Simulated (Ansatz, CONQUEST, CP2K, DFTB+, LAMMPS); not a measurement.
**Glassy 40SiO2-28Al2O3-16Li2O-16SrO (mol %) (85 atoms) in other programs, against a plane-wave reference**

How near do other programs and methods come to a plane-wave reference for glassy 40SiO2-28Al2O3-16Li2O-16SrO (mol %) (85 atoms)? A plane-wave run serves as the reference.

Program: Ansatz 0.2.0. Level of theory: Kohn-Sham DFT, PBE, PAW, plane waves. Results are calculated unless marked as measured.

**1. The starting structure**

The cell holds 85 atoms: 10 Si, 14 Al, 8 Li, 4 Sr and 49 O. Cell: a = 10.514 Å, b = 10.514 Å, c = 10.514 Å, α = 90.0°, β = 90.0°, γ = 90.0°. 85 atoms (10 Si, 14 Al, 8 Li, 4 Sr, 49 O) placed at random at 2.64 g/cm³, melted at 4000 K for 10 ps at fixed volume with the Morse and Coulomb pair potential with partial charges (Pedone, Malavasi, Menziani, Cormack and Segre, J. Phys. Chem. B 110, 11780 (2006)). Quenched from 4000 K to 300 K at 6 K/ps and fixed volume, held 5 ps, then minimised at fixed cell.

**2. Plane-wave reference**

The PAW files are the set soft_2.

File input.yaml:

```yaml
crystal:
  lattice:
    - [10.5141, 0.0, 0.0]
    - [0.0, 10.5141, 0.0]
    - [0.0, 0.0, 10.5141]
  atoms:
    - { symbol: Si, position: [0.23318, 0.39651, 0.36057] }
    - { symbol: Si, position: [0.53188, 0.87215, 0.91848] }
    - { symbol: Si, position: [0.51225, 0.3334, 0.01093] }
    - { symbol: Si, position: [0.54637, 0.74554, 0.52487] }
    [... 75 atom lines left out ...]
    - { symbol: O, position: [0.25968, 0.49448, 0.24052] }
    - { symbol: O, position: [0.31612, 0.27146, 0.32295] }
    - { symbol: O, position: [0.50312, 0.22966, 0.1242] }
    - { symbol: O, position: [0.03346, 0.90273, 0.3463] }
    - { symbol: O, position: [0.6698, 0.84742, 0.00083] }
    - { symbol: O, position: [0.07568, 0.08241, 0.15541] }
kpoints:
  mp_grid: { grid: [1, 1, 1] }
hamiltonian:
  xc: pbe
scf:
  occupations: { method: fermi_dirac, width: 0.05 }
output:
  forces: true
  eigenvalues: true
  populations: true
  stress: true
```

Command:

```bash
ansatz run input.yaml --threads 4 --pin off --max-ram 8192MiB --backend cpu --events-out ev --progress --plain --runs-dir out
```

What it wrote:

```text
[...]
Pseudopotentials: kind: paw
Pseudopotential: Si, paw, valence charge 4, recommended cutoff 420 eV (normal), Si.paw.azcp
Pseudopotential: Al, paw, valence charge 3, recommended cutoff 420 eV (normal), Al.paw.azcp
Pseudopotential: Li, paw, valence charge 3, recommended cutoff 420 eV (normal), Li.paw.azcp
Pseudopotential: Sr, paw, valence charge 10, recommended cutoff 420 eV (normal), Sr.paw.azcp
Pseudopotential: O, paw, valence charge 6, recommended cutoff 420 eV (normal), O.paw.azcp
[... 5 lines on functional and potentials left out ...]
Crystal: 85 atoms, lattice volume = 1162.295 Å³
Basis set: ecut = 420 eV, 22743 PW (Γ), exchange–correlation on 144×144×144 points (8 copies of the dense FFT grid, shifted against one another)
Bands: 305, of which v1, the nominal top of the filled ones, is band 220 counted from 1 (219 counted from 0)
Symmetry: 1 space group operations
Space group: P1 (ITA 1), of the structure as read, at distance tolerance 1.1e-4 Å
k-points: 1
[... 11 lines on functional and potentials left out ...]
Initial density: superposition of atomic densities (neutral atoms: chi_scale 0, normalization atom), corrected by the library's trained network
Initial wavefunctions: pseudopotential atomic-orbital guess
[...]
SCF iter   1: F=—  HF=-57613.328734 eV  |F-HF|=—  |Δ(HF+E_count)|=         —  Δρ=1.79e-3  dr2=5.18e-2  ethr=1.77e-3  ⟨swp⟩=7.0  Hψ=1558  notcnv=0  defer=65
preconditioner: auto → Resta (q_TF=auto, 2.320 Å⁻¹)  ε∞=3.2  [insulator: Δε(μ)=3.498 eV  Ē_g=15.103 eV  σ=0.050 eV  W_gap=1.00  n_scr=250 (ndim 8)  ℏωp=22.2 eV  f_vac=0.124  D(μ)=0.00/eV (n_scr^D=0)  ε∞_Penn≈3.2]
[...]
SCF iter   8: F=—  HF=-57613.345745 eV  |F-HF|=—  |Δ(HF+E_count)|=   1.72e-6  Δρ=8.85e-6  dr2=7.37e-7  ethr=3.77e-10  ⟨swp⟩=2.0  Hψ=435  notcnv=0  defer=78
SCF iter   9: F=-57613.345745 eV  HF=-57613.345745 eV  |F-HF|=3.76e-8  |Δ(HF+E_count)|=   2.41e-8  Δρ=1.73e-6  dr2=3.88e-8  ethr=2.27e-11  ⟨swp⟩=16.0  Hψ=2007  notcnv=0
SCF 1 converged in 9 iterations: F = -57613.345745 eV  dr2 = 3.88e-8
[...]
SCF converged after 9 iterations
Free energy (F): -57613.345745 eV
Harris-Foulkes:  -57613.345745 eV  (|F-HF|=3.76e-8)
Internal energy: -57613.345745 eV  (E = F + TS)
E sigma→0 (E₀):  -57613.345745 eV
Fermi energy:    5.244382 eV
--- Per-component energies (eV) ---
[...]
Σ components = -57613.345745   (vs F -57613.345745, Δ=0.00e0)
--- Forces (eV/Å), atoms counted from 1 ---
  atom   1  Si     1.12747392     0.20376714     0.18260013
  atom   2  Si    -0.19141774    -0.18046311     1.15388104
  atom   3  Si    -0.47047837    -0.05852125     0.36224285
  atom   4  Si     0.62922410     0.41845201    -0.34951620
[...]
atom  85  O      0.66705164    -0.11636110     0.30742889
  max |Σ_I F_I| component: 2.45e-4 eV/Å
--- Stress (GPa, compression-positive) ---
       -0.439409       0.838801       0.402213
        0.838800       1.428991      -0.045061
        0.402217      -0.045066       3.803284
  P = ⅓ Tr σ = 1.5976 GPa (15.976 kbar)
--- Band table (eV) ---
  k-point 0: bands = ["-40.9211", "-40.7341", "-40.6365", "-40.6090", [... 289 levels ...], "13.2173", "13.2296", "13.2710", "13.3633", "13.4277", "13.4838", "13.5341", "13.5559", "13.6140", "13.6259", "13.7029", "13.7558"]
--- Löwdin populations: 85 sites ---
  site symbol       q [e]
     0     Si      2.3115
     1     Si      2.3440
     2     Si      2.2697
[...]
84      O      6.9434
  spilling = 0.011094 (of n_electrons = 440.000000)
```

Run time: 24 s. Hardware: 4 threads of Intel Xeon Platinum 8259CL at 2.50GHz (Skylake/Cascade Lake), shared host; peak memory 1.6 GiB; 68 s of CPU time.

The run gave:

```
free energy                                      : -57613.3457 eV
free energy per atom                             : -677.8041 eV/atom
SCF cycles                                       : 9
pressure                                         : 1.598 GPa
r.m.s. force component                           : 0.677 eV/Å
longest force                                    : 2.857 eV/Å
Fermi energy                                     : 5.244 eV
gap (highest filled to lowest empty level) : 3.509 eV
spilling of the projection                       : 0.01109
```

Length of the force by element:

| element | coordination | atoms | mean length of the force (eV/Å) | spread | least | most |
| --- | --- | --- | --- | --- | --- | --- |
| Al | all | 14 | 0.790 | 0.328 | 0.209 | 1.29 |
| Li | all | 8 | 0.373 | 0.182 | 0.163 | 0.733 |
| O | all | 49 | 1.29 | 0.512 | 0.601 | 2.86 |
| Si | all | 10 | 0.899 | 0.231 | 0.597 | 1.30 |
| Sr | all | 4 | 0.562 | 0.333 | 0.0784 | 0.994 |

Löwdin charges by element (they lack the spilled electrons, 0.057 e an atom on average):

| element | coordination | atoms | mean charge (e) | spread | least | most |
| --- | --- | --- | --- | --- | --- | --- |
| Al | all | 14 | 1.28 | 0.0304 | 1.21 | 1.32 |
| Li | all | 8 | 0.831 | 0.0183 | 0.806 | 0.859 |
| O | all | 49 | -0.899 | 0.0524 | -1.03 | -0.804 |
| Si | all | 10 | 1.70 | 0.0309 | 1.65 | 1.74 |
| Sr | all | 4 | 1.85 | 0.0177 | 1.83 | 1.88 |

The levels nearest the highest filled one (over half full), pooled over k-points and spins:

| level less the highest filled one (eV) | occupation |
| --- | --- |
| -0.368 | 2 |
| -0.340 | 2 |
| -0.294 | 2 |
| -0.250 | 2 |
| -0.172 | 2 |
| 0 | 2 |
| 3.51 | 0 |
| 4.75 | 0 |
| 4.85 | 0 |
| 5.05 | 0 |
| 5.13 | 0 |
| 5.23 | 0 |

The run ends at a pressure of 1.60 GPa, with forces up to 2.9 eV/Å.

**3. Structure statistics**

Density 2.64 g/cm³, 13.67 Å³ an atom.

Pair distribution functions g(r), in bins of 0.2 Å:

| r (Å) | total | O-O | O-Al | O-Si | O-Li | O-Sr | Al-Al |
| --- | --- | --- | --- | --- | --- | --- | --- |
| 1.50 | 0.57 | 0.00 | 0.00 | 4.21 | 0.00 | 0.00 | 0.00 |
| 1.70 | 3.39 | 0.00 | 10.57 | 10.19 | 0.00 | 0.00 | 0.00 |
| 1.90 | 0.43 | 0.00 | 1.58 | 0.00 | 1.23 | 0.00 | 0.00 |
| 2.10 | 0.57 | 0.00 | 0.00 | 0.00 | 5.24 | 0.00 | 0.00 |
| 2.30 | 0.05 | 0.00 | 0.13 | 0.00 | 0.24 | 0.00 | 0.00 |
| 2.50 | 0.50 | 1.00 | 0.00 | 0.00 | 0.77 | 1.45 | 0.00 |
| 2.70 | 1.66 | 3.62 | 0.09 | 0.00 | 0.83 | 3.54 | 0.00 |
| 2.90 | 1.16 | 2.26 | 0.00 | 0.00 | 0.42 | 1.67 | 1.65 |
| 3.10 | 0.90 | 0.86 | 0.28 | 0.10 | 0.50 | 1.27 | 4.91 |
| 3.30 | 1.01 | 0.78 | 0.80 | 0.25 | 0.74 | 0.85 | 2.19 |
| 3.50 | 0.81 | 0.54 | 0.83 | 0.91 | 1.25 | 0.39 | 0.40 |
| 3.70 | 0.81 | 0.69 | 1.23 | 0.96 | 0.85 | 0.51 | 0.34 |
| 3.90 | 1.11 | 0.74 | 1.29 | 1.59 | 1.94 | 0.77 | 0.63 |
| 4.10 | 1.18 | 0.71 | 1.68 | 1.85 | 1.26 | 1.28 | 0.86 |
| 4.30 | 1.33 | 0.96 | 1.64 | 2.46 | 1.40 | 1.02 | 0.26 |
| 4.50 | 1.04 | 0.57 | 1.77 | 0.98 | 1.40 | 1.52 | 0.23 |
| 4.70 | 0.88 | 0.94 | 0.68 | 0.81 | 1.17 | 1.40 | 0.21 |
| 4.90 | 0.87 | 1.19 | 0.56 | 0.75 | 0.49 | 0.99 | 0.98 |
| 5.10 | 1.02 | 1.41 | 0.67 | 0.73 | 0.73 | 1.10 | 0.91 |

**4. The other programs**

The programs:
- CONQUEST 1.3: pseudo-atomic orbitals (double zeta with polarisation, or contracted to multi-site or on-site support functions) with norm-conserving potentials on an integration grid.
- CP2K 2026.2: Gaussian basis with GTH pseudopotentials and a plane-wave density; labels give functional, basis (MOLOPT sets; SR short-range, UZH the newer set with its own potentials), grid cutoff/relative cutoff and solver (OT: orbital transformation; TRS4, TC2, SIGN: linear-scaling purification with its sparsity filter), or its built-in tight binding.

All use the same cell and atoms; the electronic-structure runs use the same k-mesh, and an electronic temperature of 580 K (0.05 eV) where levels are smeared.

Differences are against the plane-wave reference, forces as r.m.s. over components; share is that over the reference's r.m.s. force, slope the least-squares factor from reference forces to these. Total energies of different programs have different zeros and aren't compared.

| run | Δ force, r.m.s. (meV/Å) | share (%) | slope | Δ pressure (GPa) | Δ gap (eV) | cores | CPU time | memory (GiB) |
| --- | --- | --- | --- | --- | --- | --- | --- | --- |
| reference | - | - | - | - | - | 4 | 68 s | 1.6 |
| CONQUEST PBE, grid 120 Ha | 151 | 22.3 | 1.177 | 2.14 | -0.0053 | 2 | 15 min | 8.9 |
| CP2K PBE, DZVP-MOLOPT-SR, 280/50 Ry, diagonalisation (coarse) | 121 | 17.9 | 1.024 | 0.258 | -0.0977 | 2 | 7.3 min | 1.2 |
| CP2K PBE, DZVP-MOLOPT-SR, 800/50 Ry, OT DIIS | 68.5 | 10.1 | 1.019 | 0.0435 | -0.0876 | 2 | 22 min | 2.3 |
| CP2K PBE, DZVP-MOLOPT-SR, 800/50 Ry, diagonalisation | 68.5 | 10.1 | 1.019 | 0.0435 | -0.0877 | 2 | 12 min | 4.1 |

Rows marked coarse were listed beforehand as settings not expected to be converged; some can still land near the reference.

CPU time is summed over cores on a shared host, where runs went side by side, so it is rough. Symmetry, cutoffs, thresholds, outputs and thread counts weren't matched or tuned between programs; memory under MPI is the largest rank's times the ranks.

Left out of this page: CONQUEST PBE, grid 120 Ha, multi-site 6.5 bohr (stopped by an internal error of the program); CONQUEST PBE, grid 120 Ha, on-site functions, order-N, range 8 bohr (stopped by an internal error of the program).

Runs without a result: DFTB+ GFN1-xTB (cut off at its time limit of 1.7 min, the SCF not settling); DFTB+ GFN2-xTB (cut off at its time limit of 1.7 min).

Mean charges by element (e), by run and scheme:

| run | scheme | Si | Al | Li | Sr | O |
| --- | --- | --- | --- | --- | --- | --- |
| reference | Löwdin | +1.70 | +1.28 | +0.83 | +1.85 | -0.90 |
| CP2K PBE, DZVP-MOLOPT-SR, 800/50 Ry, OT DIIS | Mulliken | +0.71 | +1.06 | +0.67 | +1.28 | -0.66 |
| CP2K PBE, DZVP-MOLOPT-SR, 800/50 Ry, OT DIIS | Hirshfeld | +0.51 | +0.48 | +0.26 | +0.67 | -0.34 |
| CP2K PBE, DZVP-MOLOPT-SR, 800/50 Ry, diagonalisation | Mulliken | +0.71 | +1.06 | +0.67 | +1.28 | -0.66 |
| CP2K PBE, DZVP-MOLOPT-SR, 800/50 Ry, diagonalisation | Hirshfeld | +0.51 | +0.48 | +0.26 | +0.67 | -0.34 |

The reference's Löwdin charges lack the electrons that the projection spills, 0.057 e an atom on average.

Within one program, basis, potentials and functional, energies share a zero. Each run against its twin at the usual cutoff or grid and solver:

| run | twin | Δ energy (meV/atom) | Δ force, r.m.s. (meV/Å) | CPU time over the twin's |
| --- | --- | --- | --- | --- |
| CP2K PBE, DZVP-MOLOPT-SR, 280/50 Ry, diagonalisation | DZVP-MOLOPT-SR, 800/50 Ry, diagonalisation | -4.98 | 104 | 0.63 |
| CP2K PBE, DZVP-MOLOPT-SR, 800/50 Ry, OT DIIS | DZVP-MOLOPT-SR, 800/50 Ry, diagonalisation | 0 | 0.083 | 1.9 |

**5. Results**

- reference r.m.s. force component: 0.677 eV/Å
- nearest in forces: a tie at 10 % of 2 runs: CP2K PBE, DZVP-MOLOPT-SR, 800/50 Ry, OT DIIS; CP2K PBE, DZVP-MOLOPT-SR, 800/50 Ry, diagonalisation
- farthest in forces: CONQUEST PBE, grid 120 Ha, 22 %
- cheapest electronic-structure run beside the reference: CP2K PBE, DZVP-MOLOPT-SR, 280/50 Ry, diagonalisation, 7.3 min of CPU time

In words: The PBE runs in local orbitals, coarse settings apart, differ by 10 % (CP2K PBE, DZVP-MOLOPT-SR, 800/50 Ry, OT DIIS) to 22 % (CONQUEST PBE, grid 120 Ha); basis, grid and potentials can all enter. Runs with settings chosen to be coarse differ by 18 % (CP2K PBE, DZVP-MOLOPT-SR, 280/50 Ry, diagonalisation), their programs' other errors included. None of the electronic-structure runs in the table takes under half the reference's CPU time of 68 s; they take 6.4 to 19 times as much. CONQUEST PBE, grid 120 Ha stiffens the forces by a factor of 1.18 while following their directions (correlation 0.994). At the same functional, gaps differ from the reference's 3.51 eV by between -0.10 and -0.01 eV. In pressure, CONQUEST PBE, grid 120 Ha misses by +2.1 GPa, at the same functional. Charges hang on scheme and program or settings: among these rows the mean for Si runs from +0.51 to +1.70 e. In the reference: filled and empty levels are parted by 3.51 eV (at Γ alone); a semilocal functional tends to put such gaps too low. In a disordered cell it changes from sample to sample, and tail or defect levels can set it. In the reference: mean Löwdin charges: Al +1.28, Li +0.83, O -0.90, Si +1.70, Sr +1.85 e (they miss 1.1 % of the electrons, so they add up to more than the cell's charge). The quench rate of 6 K/ps is many orders above laboratory rates, so the cell is likely richer in defects and strain than a real sample. The network of bonds at the start is that of the classical potential that made the cell, and needn't be the one that DFT or experiment would give. The reference's stress is far from hydrostatic: its diagonal is -0.4, 1.4, 3.8 GPa, compression counted positive. The reference's pressure of 1.6 GPa belongs to a cell and atoms that aren't relaxed at this level. The electronic-structure runs sample only Γ, in a cell whose shortest periodic width is 11 Å.

[Also dropped from logs without a mark: logging warnings of Python, and SIESTA's first energy breakdown and zero terms.]

[Logs are printed without paths, hosts, clocks, repeated set-up lines and the standing remarks that a program may print on its own settings, such as how far it seeks lower states.]

[Hosts, paths, dates, database ids (printed as entryN), source tags and the programs' standing remarks are cut or masked in the printed files.]
